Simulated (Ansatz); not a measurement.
# InNi3N (Pm-3m): phonons and vibrational spectra, part 3 of 3

How does InNi3N (Pm-3m) vibrate, and is this structure a minimum?

Ansatz 0.2.0; DFT PBEsol, scalar-relativistic, plane waves, PAW; PAW set soft_1.

So far, highest frequency on the path or at a solved wavevector (cm⁻¹): step 5 (the dispersion) 599.

**6. Isotope substitution, element In, natural mass 114.818 amu (continued)**

The same force constants with the mass of In changed from 114.818 to 112.904 u (phonopy, no LO-TO term). Both lists are sorted by frequency; levels can cross, so a row need not hold one and the same mode. Modes under 3 cm⁻¹ are left out. Isotope shifts, by row, the first 40 of 57 rows:

| q | rank | natural mass (cm⁻¹) | changed mass (cm⁻¹) |
| --- | --- | --- | --- |
| 0 0 0 | 4 | 117.2 | 117.2 |
| 0 0 0 | 5 | 117.2 | 117.2 |
| 0 0 0 | 6 | 117.2 | 117.2 |
| 0 0 0 | 7 | 148.8 | 149.4 |
| 0 0 0 | 8 | 148.8 | 149.4 |
| 0 0 0 | 9 | 148.8 | 149.4 |
| 0 0 0 | 10 | 207.2 | 207.5 |
| 0 0 0 | 11 | 207.2 | 207.5 |
| 0 0 0 | 12 | 207.2 | 207.5 |
| 0 0 0 | 13 | 534.3 | 534.3 |
| 0 0 0 | 14 | 534.3 | 534.3 |
| 0 0 0 | 15 | 534.3 | 534.3 |
| 0 0 -0.5 | 1 | 93.95 | 94.39 |
| 0 0 -0.5 | 2 | 93.95 | 94.39 |
| 0 0 -0.5 | 3 | 103.1 | 103.1 |
| 0 0 -0.5 | 4 | 103.1 | 103.1 |
| 0 0 -0.5 | 5 | 111.8 | 111.8 |
| 0 0 -0.5 | 6 | 155.1 | 156.4 |
| 0 0 -0.5 | 7 | 156.7 | 156.7 |
| 0 0 -0.5 | 8 | 156.7 | 156.7 |
| 0 0 -0.5 | 9 | 172.8 | 173.5 |
| 0 0 -0.5 | 10 | 172.8 | 173.5 |
| 0 0 -0.5 | 11 | 182.4 | 182.4 |
| 0 0 -0.5 | 12 | 246.7 | 246.7 |
| 0 0 -0.5 | 13 | 533.2 | 533.2 |
| 0 0 -0.5 | 14 | 533.2 | 533.2 |
| 0 0 -0.5 | 15 | 599 | 599 |
| 0 -0.5 -0.5 | 1 | 106.8 | 107.3 |
| 0 -0.5 -0.5 | 2 | 106.8 | 107.3 |
| 0 -0.5 -0.5 | 3 | 119.8 | 119.8 |
| 0 -0.5 -0.5 | 4 | 127.5 | 127.5 |
| 0 -0.5 -0.5 | 5 | 127.5 | 127.5 |
| 0 -0.5 -0.5 | 6 | 131.6 | 131.6 |
| 0 -0.5 -0.5 | 7 | 137.9 | 139 |
| 0 -0.5 -0.5 | 8 | 183.6 | 183.8 |
| 0 -0.5 -0.5 | 9 | 183.6 | 184.3 |
| 0 -0.5 -0.5 | 10 | 183.8 | 184.3 |
| 0 -0.5 -0.5 | 11 | 206.9 | 206.9 |
| 0 -0.5 -0.5 | 12 | 281.2 | 281.2 |
| 0 -0.5 -0.5 | 13 | 535.7 | 535.7 |

A mode of this element alone would shift by +0.84 %. The highest zone-centre frequency without the field goes from 534.3 to 534.3 cm⁻¹ (+0.0 %). The product of the frequency ratios over all optical modes at Γ is 1.016; the product rule, (m/m′)^(3k/2) (M′/M)^(3/2) with k = 1 such atoms and M the mass of the cell, gives 1.016.

**7. Isotope substitution, element N, natural mass 14.007 amu**

The same for N, from 14.01 to 15.00 u.

The same force constants with the mass of N changed from 14.007 to 15.000 u (phonopy, no LO-TO term). Both lists are sorted by frequency; levels can cross, so a row need not hold one and the same mode. Modes under 3 cm⁻¹ are left out. Isotope shifts, by row, the first 40 of 57 rows:

| q | rank | natural mass (cm⁻¹) | changed mass (cm⁻¹) |
| --- | --- | --- | --- |
| 0 0 0 | 4 | 117.2 | 117.2 |
| 0 0 0 | 5 | 117.2 | 117.2 |
| 0 0 0 | 6 | 117.2 | 117.2 |
| 0 0 0 | 7 | 148.8 | 148.4 |
| 0 0 0 | 8 | 148.8 | 148.4 |
| 0 0 0 | 9 | 148.8 | 148.4 |
| 0 0 0 | 10 | 207.2 | 206.9 |
| 0 0 0 | 11 | 207.2 | 206.9 |
| 0 0 0 | 12 | 207.2 | 206.9 |
| 0 0 0 | 13 | 534.3 | 519.1 |
| 0 0 0 | 14 | 534.3 | 519.1 |
| 0 0 0 | 15 | 534.3 | 519.1 |
| 0 0 -0.5 | 1 | 93.95 | 93.95 |
| 0 0 -0.5 | 2 | 93.95 | 93.95 |
| 0 0 -0.5 | 3 | 103.1 | 102.9 |
| 0 0 -0.5 | 4 | 103.1 | 102.9 |
| 0 0 -0.5 | 5 | 111.8 | 111.8 |
| 0 0 -0.5 | 6 | 155.1 | 155.1 |
| 0 0 -0.5 | 7 | 156.7 | 156.1 |
| 0 0 -0.5 | 8 | 156.7 | 156.1 |
| 0 0 -0.5 | 9 | 172.8 | 172.8 |
| 0 0 -0.5 | 10 | 172.8 | 172.8 |
| 0 0 -0.5 | 11 | 182.4 | 182.4 |
| 0 0 -0.5 | 12 | 246.7 | 246.7 |
| 0 0 -0.5 | 13 | 533.2 | 518.1 |
| 0 0 -0.5 | 14 | 533.2 | 518.1 |
| 0 0 -0.5 | 15 | 599 | 578.9 |
| 0 -0.5 -0.5 | 1 | 106.8 | 106.8 |
| 0 -0.5 -0.5 | 2 | 106.8 | 106.8 |
| 0 -0.5 -0.5 | 3 | 119.8 | 119.8 |
| 0 -0.5 -0.5 | 4 | 127.5 | 127.5 |
| 0 -0.5 -0.5 | 5 | 127.5 | 127.5 |
| 0 -0.5 -0.5 | 6 | 131.6 | 131 |
| 0 -0.5 -0.5 | 7 | 137.9 | 137.9 |
| 0 -0.5 -0.5 | 8 | 183.6 | 183.6 |
| 0 -0.5 -0.5 | 9 | 183.6 | 183.6 |
| 0 -0.5 -0.5 | 10 | 183.8 | 183.8 |
| 0 -0.5 -0.5 | 11 | 206.9 | 206.9 |
| 0 -0.5 -0.5 | 12 | 281.2 | 281.2 |
| 0 -0.5 -0.5 | 13 | 535.7 | 520.3 |

A mode of this element alone would shift by -3.37 %. The highest zone-centre frequency without the field goes from 534.3 to 519.1 cm⁻¹ (-2.8 %). The product of the frequency ratios over all optical modes at Γ is 0.907; the product rule, (m/m′)^(3k/2) (M′/M)^(3/2) with k = 1 such atoms and M the mass of the cell, gives 0.907.

**8. Isotope substitution, element Ni, natural mass 58.6934 amu**

The same for Ni, from 58.69 to 63.93 u.

The same force constants with the mass of Ni changed from 58.693 to 63.928 u (phonopy, no LO-TO term). Both lists are sorted by frequency; levels can cross, so a row need not hold one and the same mode. Modes under 3 cm⁻¹ are left out. Isotope shifts, by row, the first 40 of 57 rows:

| q | rank | natural mass (cm⁻¹) | changed mass (cm⁻¹) |
| --- | --- | --- | --- |
| 0 0 0 | 4 | 117.2 | 112.3 |
| 0 0 0 | 5 | 117.2 | 112.3 |
| 0 0 0 | 6 | 117.2 | 112.3 |
| 0 0 0 | 7 | 148.8 | 145.8 |
| 0 0 0 | 8 | 148.8 | 145.8 |
| 0 0 0 | 9 | 148.8 | 145.8 |
| 0 0 0 | 10 | 207.2 | 200.3 |
| 0 0 0 | 11 | 207.2 | 200.3 |
| 0 0 0 | 12 | 207.2 | 200.3 |
| 0 0 0 | 13 | 534.3 | 531 |
| 0 0 0 | 14 | 534.3 | 531 |
| 0 0 0 | 15 | 534.3 | 531 |
| 0 0 -0.5 | 1 | 93.95 | 92.1 |
| 0 0 -0.5 | 2 | 93.95 | 92.1 |
| 0 0 -0.5 | 3 | 103.1 | 99.04 |
| 0 0 -0.5 | 4 | 103.1 | 99.04 |
| 0 0 -0.5 | 5 | 111.8 | 107.1 |
| 0 0 -0.5 | 6 | 155.1 | 150.7 |
| 0 0 -0.5 | 7 | 156.7 | 150.7 |
| 0 0 -0.5 | 8 | 156.7 | 155.1 |
| 0 0 -0.5 | 9 | 172.8 | 168.9 |
| 0 0 -0.5 | 10 | 172.8 | 168.9 |
| 0 0 -0.5 | 11 | 182.4 | 174.8 |
| 0 0 -0.5 | 12 | 246.7 | 236.4 |
| 0 0 -0.5 | 13 | 533.2 | 529.8 |
| 0 0 -0.5 | 14 | 533.2 | 529.8 |
| 0 0 -0.5 | 15 | 599 | 599 |
| 0 -0.5 -0.5 | 1 | 106.8 | 104.8 |
| 0 -0.5 -0.5 | 2 | 106.8 | 104.8 |
| 0 -0.5 -0.5 | 3 | 119.8 | 114.8 |
| 0 -0.5 -0.5 | 4 | 127.5 | 122.2 |
| 0 -0.5 -0.5 | 5 | 127.5 | 122.2 |
| 0 -0.5 -0.5 | 6 | 131.6 | 126.9 |
| 0 -0.5 -0.5 | 7 | 137.9 | 137.9 |
| 0 -0.5 -0.5 | 8 | 183.6 | 176.1 |
| 0 -0.5 -0.5 | 9 | 183.6 | 179.2 |
| 0 -0.5 -0.5 | 10 | 183.8 | 179.2 |
| 0 -0.5 -0.5 | 11 | 206.9 | 198.3 |
| 0 -0.5 -0.5 | 12 | 281.2 | 269.4 |
| 0 -0.5 -0.5 | 13 | 535.7 | 532.5 |

A mode of this element alone would shift by -4.18 %. The highest zone-centre frequency without the field goes from 534.3 to 531.0 cm⁻¹ (-0.6 %). The product of the frequency ratios over all optical modes at Γ is 0.734; the product rule, (m/m′)^(3k/2) (M′/M)^(3/2) with k = 3 such atoms and M the mass of the cell, gives 0.734.

**9. Results**

| Quantity | Value |
| --- | --- |
| space group after relaxation (within 0.01 Å) | Pm-3m |
| volume per atom | 11.1 Å³ |
| electronic character | no gap on this mesh |
| highest optical mode at the zone centre (no LO-TO term) | 534 cm⁻¹ |
| lowest optical zone-centre mode | 117 cm⁻¹ |
| lowest mode on the q mesh (acoustic modes at Γ apart) | 94.0 cm⁻¹ |
| highest frequency on the path or at a solved wavevector | 599 cm⁻¹ |
| zero-point energy per atom | 43.7 meV |
| heat capacity at 300 K | 21.8 J/(mol atoms K) |
| vibrational entropy at 300 K | 28.9 J/(mol atoms K) |
| Debye temperature (second moment) | 536 K |
| imaginary modes on the 2×2×2 q mesh | none |

What this shows: The structure is a minimum as far as tested: no mode is imaginary at the 4 irreducible wavevectors of the 2×2×2 mesh, and the softest away from the acoustic zeros lies at 94 cm⁻¹. The optical modes at Γ span 117 to 534 cm⁻¹. The highest mode in this list at Γ, 534.3 cm⁻¹, is mostly motion of N (85 % of the kinetic energy). On the path and the mesh, the widest gap between branches runs from 312 to 533 cm⁻¹. The q mesh stands for a supercell only 7.6 Å across, so branches between the solved wavevectors are rough. With no gap, or one that is small against the smearing, the frequencies hang on the k mesh and the smearing, most of all near Kohn anomalies. The phonon runs are without spin polarisation, although Ni often carries a moment. The PAW files were made for PBE and serve the other functionals too. A phonon run warned that its eigensolver left some bands unconverged in a pass. These are harmonic frequencies at zero temperature: anharmonic shifts, linewidths and thermal expansion are left out.

[Hosts, paths, dates, database ids (printed as entryN), source tags and the programs' standing remarks are cut or masked in the printed files.]
